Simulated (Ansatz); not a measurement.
# How many bands does the GW gap of BaTiO3 (Barioperovskite) need?

Aim: see how the G0W0 gap of BaTiO3 (Barioperovskite) on LDA moves with empty bands and screening cutoff, and what each rung costs.

Calculated with Ansatz 0.2.0; G0W0 on LDA, plane waves, PAW.

### Step 1. The starting structure

It takes space group Amm2 (No. 38, orthorhombic). Conventional cell: a = 3.986 Å, b = 5.674 Å, c = 5.690 Å, α = 90.00°, β = 90.00°, γ = 90.00°. Nearest to Ba lie 12 O at 2.77 to 2.92 Å. Ti has 6 O at 1.93 to 2.09 Å nearest. Nearest to O lie 2 Ti at 2.00 Å and 4 Ba at 2.77 to 2.92 Å. O has 2 Ti at 1.93 to 2.09 Å and 4 Ba at 2.81 to 2.84 Å nearest. Farther neighbours and most contacts between anions are not listed.

The cell and positions come from the Crystallography Open Database and are kept as given unless a step says otherwise. Spin-orbit coupling is left out unless a step names it. The default PAW set here is soft_2. Its files were made with PBE.

### Step 2. 83 empty bands, screening to 69 eV

Now the one-shot GW correction: screening in the RPA, then the self-energy of the levels asked for.

Contents of input.yaml:

```yaml
crystal:
  lattice:
    - [3.9855, 0.0, 0.0]
    - [0.0, 2.8369, 2.84515]
    - [0.0, -2.8369, 2.84515]
  atoms:
    - { symbol: Ba, position: [0.0, 0.0, 0.0] }
    - { symbol: Ti, position: [0.5, 0.5124, 0.5124] }
    - { symbol: O, position: [0.0, 0.4874, 0.4874] }
    - { symbol: O, position: [0.5, 0.50524, 0.99184] }
    - { symbol: O, position: [0.5, 0.99184, 0.50524] }
kpoints:
  mp_grid: { grid: [4, 4, 4] }
hamiltonian:
  xc: lda
scf:
  occupations: { method: fixed }
gw:
  n_empty_bands: 83
  ecut_chi: 69
  qp_bands: [v2, c2]
  qp_kpoints: band_edges
  screening: { model: contour_deformation }
```

On the command line:

```
> ansatz run input.yaml --threads 3 --pin off --max-ram 92160MiB --backend cuda --events-out ev --progress --plain --runs-dir out --devices 1 --max-vram 13GiB
```

Numbers of over 12 decimals in the logs are rounded to 6 here.

The log of the run:

```text
GPUs: using 1 of 1 available (devices: 1).
Engine: ansatz 0.2.0, x86_64-unknown-linux-gnu
Pseudopotentials: kind: paw
Pseudopotential: Ba, paw, valence charge 10, recommended cutoff 420 eV (normal), Ba.paw.azcp
Pseudopotential: Ti, paw, valence charge 12, recommended cutoff 420 eV (normal), Ti.paw.azcp
Pseudopotential: O, paw, valence charge 6, recommended cutoff 420 eV (normal), O.paw.azcp
Functional definition: SPW92
  exchange = slater_x
  correlation = pw_c
device memory: the entry about to start is reckoned to put 0.7 GiB on a device that reports 56.8 GiB free (of which the cap on the GPU budget leaves the run 13.0 GiB)
GPU FFT provider: cuFFT
GPU libraries: cuBLAS 13.8.2, cuFFT 12.4.0, cuSOLVER 12.3.4
Crystal: 5 atoms, lattice volume = 64.337 Å³
Basis set: ecut = 420 eV, 1249 PW (Γ)
Bands: 25, of which v1, the nominal top of the filled ones, is band 20 counted from 1 (19 counted from 0)
Symmetry: 4 space group operations
Space group: Amm2 (ITA 38), of the structure as read, at distance tolerance 4.0e-5 Å
k-points: 21 of 64 (time reversal used)
Non-local potential: Ba, projectors of the file, l = 0: 3, l = 1: 2, l = 2: 2, l = 3: 2
Non-local potential: Ti, projectors of the file, l = 0: 3, l = 1: 2, l = 2: 3, l = 3: 1
Non-local potential: O, projectors of the file, l = 0: 2, l = 1: 2, l = 2: 1
PAW form: soft (Blöchl's): semilocal exchange-correlation on the pseudo side does not see the compensation charge
PAW frozen core: Ba, regenerated for the run's functional, and the local potential with it (the file was generated under x = pbe(κ = 0.804, μ = 0.219515), c = pbe(β = 0.066725))
PAW frozen core: Ti, regenerated for the run's functional, and the local potential with it (the file was generated under x = pbe(κ = 0.804, μ = 0.219515), c = pbe(β = 0.066725))
PAW frozen core: O, regenerated for the run's functional, and the local potential with it (the file was generated under x = pbe(κ = 0.804, μ = 0.219515), c = pbe(β = 0.066725))
PAW one-centre angular grid: Ba, 194 points (default); XC on 64 Gauss nodes
PAW one-centre angular grid: Ti, 590 points (default); XC on 64 Gauss nodes
PAW one-centre angular grid: O, 110 points (default); XC on 64 Gauss nodes
Initial density: superposition of atomic densities (neutral atoms: chi_scale 0, normalization atom), corrected by the library's trained network
Initial wavefunctions: pseudopotential atomic-orbital guess
GPU buffer pool allocated for 19683 grid points (all kernels)
GPU transforms: local potential and band sums: pruned to the plane-wave sphere, on 27×27×27
Functional: x = slater, c = lda
SCF iter   1: F=—  HF=-9904.434224 eV  |F-HF|=—  |Δ(HF+E_count)|=         —  Δρ=1.89e-2  dr2=2.25e-1  ethr=1.77e-3  ⟨swp⟩=4.3  Hψ=2240  notcnv=0  defer=25
preconditioner: auto → Resta (q_TF=auto, 2.521 Å⁻¹)  ε∞=6.0  [insulator: Δε(μ)=1.571 eV  Ē_g=11.717 eV  n_scr=18 (ndim 8)  ℏωp=26.2 eV  f_vac=0.000  ε∞_Penn≈6.0]
SCF iter   2: F=—  HF=-9904.402115 eV  |F-HF|=—  |Δ(HF+E_count)|=   3.21e-2  Δρ=1.12e-2  dr2=6.90e-2  ethr=5.63e-4  ⟨swp⟩=2.1  Hψ=946  notcnv=0  defer=45
SCF iter   3: F=—  HF=-9904.389670 eV  |F-HF|=—  |Δ(HF+E_count)|=   1.24e-2  Δρ=2.87e-3  dr2=3.66e-3  ethr=1.73e-4  ⟨swp⟩=2.5  Hψ=776  notcnv=0  defer=47
SCF iter   4: F=—  HF=-9904.388770 eV  |F-HF|=—  |Δ(HF+E_count)|=   9.00e-4  Δρ=7.70e-4  dr2=2.59e-4  ethr=9.14e-6  ⟨swp⟩=2.3  Hψ=957  notcnv=0  defer=62
SCF iter   5: F=—  HF=-9904.388733 eV  |F-HF|=—  |Δ(HF+E_count)|=   3.77e-5  Δρ=1.92e-4  dr2=2.38e-5  ethr=6.47e-7  ⟨swp⟩=2.0  Hψ=795  notcnv=0  defer=63
SCF iter   6: F=—  HF=-9904.388730 eV  |F-HF|=—  |Δ(HF+E_count)|=   3.02e-6  Δρ=8.88e-5  dr2=4.30e-6  ethr=5.95e-8  ⟨swp⟩=2.1  Hψ=887  notcnv=0  defer=21
SCF iter   7: F=—  HF=-9904.388729 eV  |F-HF|=—  |Δ(HF+E_count)|=   1.10e-7  Δρ=4.79e-5  dr2=1.58e-6  ethr=1.07e-8  ⟨swp⟩=2.1  Hψ=820  notcnv=0  defer=21
SCF iter   8: F=-9904.388729 eV  HF=-9904.388729 eV  |F-HF|=1.09e-8  |Δ(HF+E_count)|=   2.93e-7  Δρ=6.33e-6  dr2=2.25e-8  ethr=2.50e-10  ⟨swp⟩=7.1  Hψ=2486  notcnv=0
SCF 1 converged in 8 iterations: F = -9904.388729 eV  dr2 = 2.25e-8
  greatest PAW one-centre occupation: 0.999 electrons in one spin orbital (limit 2), on the Ti atom at site 1 (counted from 0), in its partial waves of l = 0
device memory: the entry about to start is reckoned to put 0.7 GiB (of the 0.8 GiB reckoned in all, the device holds 0.1 GiB already) on a device that reports 58.4 GiB free (of which the cap on the GPU budget leaves the run 12.9 GiB)
NSCF: frozen V_eff on 21 k-points, pencils in batches of 32, up to order 100
the band table was solved once the SCF had ended and its energy, with any forces and stress, was formed, with the checks that follow a solve (2358 applications of the Hamiltonian). They found nothing against the state; the energy, forces and stress were not computed again (output.eigenvalues in the input reference)
device memory: the entry about to start is reckoned to put 2.0 GiB on a device that reports 58.0 GiB free (of which the cap on the GPU budget leaves the run 13.0 GiB)
NSCF: frozen V_eff on 21 k-points
G₀W₀ screening: q 1/21
[... further progress lines ...]
device memory: the entry about to start is reckoned to put 0.3 GiB on a device that reports 57.4 GiB free (of which the cap on the GPU budget leaves the run 13.0 GiB)
[...]
gw.qp_kpoints: band_edges: 15 of 21 stored k-points solved, in 1 pass; an edge of the gap read off the rows below is read off those points alone
    valence top: of the k-points left out ik 17 came nearest to being solved in a further pass, in band 19 (counted from 1, as in the quasiparticle table): it holds the edge there only if its correction is more favourable than any solved in that band by at least 0.526 eV; those differ by 0.136 eV
    conduction bottom: of the k-points left out ik 4 came nearest to being solved in a further pass, in band 21 (counted from 1, as in the quasiparticle table): it holds the edge there only if its correction is more favourable than any solved in that band by at least 1.034 eV; those differ by 0.046 eV
  `?` marks the rows in doubt; gw_qp.tsv's column doubts and the gw_qp event give each row's grounds
    ik  band        ε_KS         Σx   Σc(E_QP)       V_xc       Z   E_QP_lin       E_QP  E_QP is
     0    19      9.6661   -25.8654     4.6331   -21.4082  0.7282     9.8414     9.8420  root
     0    20      9.7125   -25.9698     4.6921   -21.4480  0.7285     9.8823     9.8828  root
     0    21     11.6928   -12.6238    -6.1619   -20.5621  0.7379    13.5601    13.4691  root
     0    22     11.7568   -12.7513    -6.0548   -20.5688  0.7373    13.6100    13.5195  root
     1    19      9.2959   -25.2911     4.4607   -21.0062  0.7249     9.4710     9.4716  root
     1    20      9.4019   -25.6705     4.6662   -21.1610  0.7255     9.5582     9.5587  root
     1    21     11.8544   -13.0213    -6.1330   -20.9345  0.7341    13.7294    13.6346  root
     1    22     12.6419   -14.0416    -6.1568   -21.9581  0.7171    14.5064    14.4016  root ?
     2    19      9.0852   -25.4331     4.6711   -20.8941  0.7227     9.2170     9.2174  root
     2    20      9.1677   -25.7321     4.8371   -21.0098  0.7231     9.2822     9.2825  root
     2    21     11.9199   -13.1330    -6.2495   -21.1862  0.7314    13.8230    13.7236  root
     2    22     13.4132   -14.7212    -6.7347   -23.2301  0.6932    15.3239    15.1873  root ?
     3    19      8.8772   -24.9526     4.3983   -20.7182  0.7227     9.0405     9.0411  root
     3    20      9.4037   -25.4030     4.8262   -20.6806  0.7195     9.5072     9.5074  root
     3    21     12.7085   -14.0494    -6.2485   -22.0687  0.7161    14.5877    14.4792  root ?
     3    22     12.7241   -14.2729    -6.2585   -22.3041  0.7128    14.6078    14.4968  root ?
     5    19      8.9035   -24.9912     4.4033   -20.7548  0.7228     9.0698     9.0704  root
     5    20      9.3827   -25.3753     4.8276   -20.6524  0.7189     9.4872     9.4875  root
     5    21     12.5825   -13.8841    -6.2837   -21.9479  0.7177    14.4702    14.3626  root ?
     5    22     12.8386   -14.3817    -6.2516   -22.4011  0.7114    14.7175    14.6064  root ?
     6    19      9.0385   -25.1309     4.9089   -20.2679  0.7157     9.0844     9.0845  root
     6    20      9.7790   -25.6044     4.9899   -20.7243  0.7188     9.8884     9.8887  root
     6    21     13.4285   -14.7358    -6.8377   -23.3563  0.6916    15.3513    15.2111  root ?
     6    22     13.4890   -14.7291    -6.8669   -23.3776  0.6910    15.4116    15.2706  root ?
     7    19      9.3793   -25.5307     4.5727   -21.1191  0.7263     9.5399     9.5404  root
     7    20      9.3817   -25.6602     4.6546   -21.1595  0.7256     9.5352     9.5357  root
     7    21     11.7982   -12.8345    -6.1625   -20.7792  0.7353    13.6764    13.5804  root
     7    22     12.6131   -14.1283    -6.1703   -22.0710  0.7181    14.4908    14.3856  root ?
     8    19      8.9874   -25.1037     4.5261   -20.7220  0.7232     9.1315     9.1319  root
     8    20      9.4129   -25.3862     4.8258   -20.6681  0.7192     9.5202     9.5205  root
     8    21     12.5669   -13.9012    -6.2498   -21.9292  0.7191    14.4513    14.3451  root ?
     8    22     12.7553   -14.2807    -6.2727   -22.3283  0.7125    14.6417    14.5302  root ?
     9    19      8.8613   -24.9981     4.8234   -20.2484  0.7159     8.9349     8.9351  root
     9    20      9.3949   -25.1266     4.8949   -20.3199  0.7159     9.4830     9.4832  root
     9    21     12.6844   -14.1481    -6.3434   -22.2819  0.7146    14.5872    14.4747  root ?
     9    22     13.4283   -14.7121    -6.8035   -23.2950  0.6922    15.3468    15.2076  root ?
    13    19      9.3687   -25.1533     4.9665   -20.2643  0.7154     9.4461     9.4462  root
[...]
13    21     13.7054   -14.7072    -7.0346   -23.5199  0.6870    15.6305    15.4835  root ?
    13    22     13.7370   -14.6844    -7.0879   -23.5445  0.6849    15.6591    15.5092  root ?
[...]
14    22     13.3878   -14.7630    -6.6766   -23.2089  0.6947    15.2904    15.1571  root ?
    15    19      8.8156   -24.9256     4.8506   -20.1359  0.7143     8.8764     8.8766  root
    15    20      9.3902   -25.1229     4.8883   -20.3252  0.7159     9.4806     9.4808  root
    15    21     12.6969   -14.0796    -6.3596   -22.2273  0.7140    14.5981    14.4849  root ?
    15    22     13.4364   -14.7236    -6.7933   -23.2908  0.6925    15.3476    15.2102  root ?
    16    19      9.0324   -25.1342     4.8860   -20.2878  0.7170     9.0721     9.0721  root
    16    20      9.8280   -25.6381     4.9897   -20.7663  0.7189     9.9455     9.9458  root
    16    21     13.4434   -14.7179    -6.8468   -23.3470  0.6914    15.3663    15.2257  root ?
    16    22     13.4591   -14.7841    -6.8244   -23.3839  0.6910    15.3736    15.2345  root ?
    18    19      9.3593   -25.1407     4.9497   -20.2654  0.7160     9.4336     9.4337  root
    18    20      9.8490   -25.6963     4.9925   -20.8309  0.7190     9.9758     9.9761  root
    18    21     13.7389   -14.6895    -7.0807   -23.5443  0.6853    15.6632    15.5130  root ?
    18    22     13.7406   -14.7168    -7.0625   -23.5490  0.6855    15.6592    15.5103  root ?
    20    19      9.8648   -25.7593     5.0009   -20.8941  0.7191    10.0001    10.0005  root
    20    20      9.8753   -25.7542     4.9928   -20.8989  0.7191    10.0124    10.0128  root
    20    21     14.0510   -14.6758    -7.4123   -23.8535  0.6743    15.9750    15.8164  root ?
    20    22     14.0927   -14.7025    -7.4899   -23.9588  0.6716    16.0215    15.8591  root ?
[key lines of the parts left out:]
SCF converged after 8 iterations
Free energy (F): -9904.388729 eV
Fermi energy:    9.875320 eV
```

Elapsed: 11 s, on 1 × NVIDIA H100 80GB HBM3 (shared by 6 runs) with 3 threads of AMD EPYC 7R13 (Zen 3), shared host; peak memory 1.1 GiB; 15 s of CPU time.

Numbers from this step:

| Item | Value |
| --- | --- |
| bands summed | 103 |
| RPA ε∞ on this mesh (eigenvalues) | 6.584, 6.649, 6.716 |
| plane waves in the screening matrix | 81 |
| q-points in the mesh | 64 |
| G0W0 gap on the mesh | 3.456 eV |
| k of the valence top | -0.5, -0.5, -0.5 |
| k of the conduction bottom | 0, 0, 0 |
| starting gap on the mesh | 1.817 eV |
| Z at the valence top | 0.7191 |
| Z at the conduction bottom | 0.7379 |
| least direct G0W0 gap on the computed points | 3.586 eV |

The gap on the mesh goes from 1.82 eV to 3.46 eV, a correction of +1.64 eV. Between the two edge states, bare exchange in place of the xc potential would open the gap by 12.79 eV, and correlation takes back 11.15 eV.

### Step 3. 236 empty bands, screening to 138 eV

Bands and screening cutoff are moved together, since each hides the error of the other.

Edit input.yaml of step 2 so:

```diff
@@ -18,4 +18,4 @@
 gw:
-  n_empty_bands: 83
-  ecut_chi: 69
+  n_empty_bands: 236
+  ecut_chi: 138
   qp_bands: [v2, c2]
```

The log of the run:

```text
GPUs: using 1 of 1 available (devices: 1).
[...]
GPU FFT provider: cuFFT
GPU libraries: cuBLAS 13.8.2, cuFFT 12.4.0, cuSOLVER 12.3.4
Crystal: 5 atoms, lattice volume = 64.337 Å³
Basis set: ecut = 420 eV, 1249 PW (Γ)
Bands: 25, of which v1, the nominal top of the filled ones, is band 20 counted from 1 (19 counted from 0)
Symmetry: 4 space group operations
[...]
k-points: 21 of 64 (time reversal used)
[...]
GPU buffer pool allocated for 19683 grid points (all kernels)
[...]
SCF iter   1: F=—  HF=-9904.434224 eV  |F-HF|=—  |Δ(HF+E_count)|=         —  Δρ=1.89e-2  dr2=2.25e-1  ethr=1.77e-3  ⟨swp⟩=4.3  Hψ=2240  notcnv=0  defer=25
[...]
SCF iter   8: F=-9904.388729 eV  HF=-9904.388729 eV  |F-HF|=1.09e-8  |Δ(HF+E_count)|=   2.93e-7  Δρ=6.33e-6  dr2=2.25e-8  ethr=2.50e-10  ⟨swp⟩=7.1  Hψ=2486  notcnv=0
SCF 1 converged in 8 iterations: F = -9904.388729 eV  dr2 = 2.25e-8
[...]
NSCF: frozen V_eff on 21 k-points, pencils in batches of 32, up to order 100
[...]
NSCF: frozen V_eff on 21 k-points
G₀W₀ screening: q 1/21
[... further progress lines ...]
[...]
SCF converged after 8 iterations
Free energy (F): -9904.388729 eV
[...]
Internal energy: -9904.388729 eV  (E = F + TS)
E sigma→0 (E₀):  -9904.388729 eV
Fermi energy:    9.875320 eV
[...]
--- Band table (eV; the first three rows and the last of 21) ---
  k-point 0: bands = [... 16 lower, 8.7484, 9.5552, 9.6661, 9.7125, 11.6928, 11.7568, 11.9208, 13.9748, ... 1 higher]
  k-point 1: bands = [... 16 lower, 8.4230, 8.6557, 9.2959, 9.4019, 11.8544, 12.6419, 12.6973, 14.0092, ... 1 higher]
  k-point 2: bands = [... 16 lower, 8.0266, 8.1945, 9.0852, 9.1677, 11.9199, 13.4132, 13.4411, 14.0061, ... 1 higher]
  k-point 20: bands = [... 16 lower, 7.5383, 9.8287, 9.8648, 9.8753, 14.0510, 14.0927, 14.1034, 16.5350, ... 1 higher]
[...]
0    19      9.6661   -25.8654     4.2706   -21.4082  0.7209     9.4788     9.4795  root
     0    20      9.7125   -25.9698     4.3298   -21.4480  0.7211     9.5198     9.5205  root
     0    21     11.6928   -12.6238    -6.5420   -20.5621  0.7328    13.1344    13.0890  root
     0    22     11.7568   -12.7513    -6.4321   -20.5688  0.7321    13.1869    13.1421  root
     1    19      9.2959   -25.2911     4.1089   -21.0062  0.7179     9.1192     9.1198  root
     1    20      9.4019   -25.6705     4.3140   -21.1610  0.7186     9.2057     9.2065  root
     1    21     11.8544   -13.0213    -6.5158   -20.9345  0.7288    13.2986    13.2517  root
     1    22     12.6419   -14.0416    -6.5526   -21.9581  0.7109    14.0584    14.0058  root
[...]
20    19      9.8648   -25.7593     4.6684   -20.8941  0.7111     9.6671     9.6680  root
    20    20      9.8753   -25.7542     4.6607   -20.8989  0.7110     9.6799     9.6807  root
    20    21     14.0510   -14.6758    -7.8218   -23.8535  0.6667    15.4908    15.4069  root
    20    22     14.0927   -14.7025    -7.8999   -23.9588  0.6639    15.5354    15.4490  root
```

It took 16 s on 1 × NVIDIA H100 80GB HBM3 (shared by 6 runs) with 3 threads; peak memory 1.3 GiB; 25 s of CPU time.

This step gave:

```
bands summed                                 : 256
RPA ε∞ on this mesh (eigenvalues)            : 6.497, 6.562, 6.624
plane waves in the screening matrix          : 251
q-points in the mesh                         : 64
G0W0 gap on the mesh                         : 3.408 eV
k of the valence top                         : -0.5, -0.5, -0.5
k of the conduction bottom                   : 0, 0, 0
starting gap on the mesh                     : 1.817 eV
Z at the valence top                         : 0.7110
Z at the conduction bottom                   : 0.7328
least direct G0W0 gap on the computed points : 3.569 eV
```

Against the run with 4×4×4 mesh, 83 empty bands, screening to 69 eV, the gap moves by −0.05 eV.

### Step 4. 509 empty bands, screening to 230 eV

Edit input.yaml of step 3 so:

```diff
@@ -18,4 +18,4 @@
 gw:
-  n_empty_bands: 236
-  ecut_chi: 138
+  n_empty_bands: 509
+  ecut_chi: 230.0
   qp_bands: [v2, c2]
```

The log of the run:

```text
GPUs: using 1 of 1 available (devices: 1).
[...]
GPU FFT provider: cuFFT
GPU libraries: cuBLAS 13.8.2, cuFFT 12.4.0, cuSOLVER 12.3.4
Crystal: 5 atoms, lattice volume = 64.337 Å³
Basis set: ecut = 420 eV, 1249 PW (Γ)
Bands: 25, of which v1, the nominal top of the filled ones, is band 20 counted from 1 (19 counted from 0)
Symmetry: 4 space group operations
[...]
k-points: 21 of 64 (time reversal used)
[...]
1    22     12.6419   -14.0416    -6.7362   -21.9581  0.7077    13.8600    13.8223  root
[...]
20    19      9.8648   -25.7593     4.4451   -20.8941  0.7067     9.4407     9.4447  root
    20    20      9.8753   -25.7542     4.4373   -20.8989  0.7066     9.4534     9.4573  root
    20    21     14.0510   -14.6758    -8.0145   -23.8535  0.6627    15.2728    15.2142  root
    20    22     14.0927   -14.7025    -8.0927   -23.9588  0.6598    15.3164    15.2562  root
[key lines of the parts left out:]
SCF converged after 8 iterations
Free energy (F): -9904.388729 eV
Fermi energy:    9.875320 eV
```

Elapsed: 55 s, on 1 × NVIDIA H100 80GB HBM3 (shared by 6 runs) with 3 threads; peak memory 2.1 GiB; 93 s of CPU time.

Numbers from this step:

```
bands summed                                 : 529
RPA ε∞ on this mesh (eigenvalues)            : 6.481, 6.547, 6.608
plane waves in the screening matrix          : 485
G0W0 gap on the mesh                         : 3.471 eV
k of the valence top                         : -0.5, -0.5, -0.5
k of the conduction bottom                   : 0, 0, 0
starting gap on the mesh                     : 1.817 eV
least direct G0W0 gap on the computed points : 3.646 eV
```

Against the run with 4×4×4 mesh, 236 empty bands, screening to 138 eV, the gap moves by +0.06 eV.

(Part 1 of 2 ends here.)

[Paths, hosts, dates, memory and timing lines, banners, echoed tables and standing remarks are left out of the program output.]

[Logs are printed without paths, hosts, clocks, repeated set-up lines and the standing remarks that a program may print on its own settings, such as how far it seeks lower states.]

[Runs of the session that timed out or met a known fault of the program may be left out.]

[Cells called generated may have been cut or substituted from an entry of the Crystallography Open Database or the Materials Project.]

[Hosts, paths, dates, database ids (printed as entryN), source tags and the programs' standing remarks are cut or masked in the printed files.]
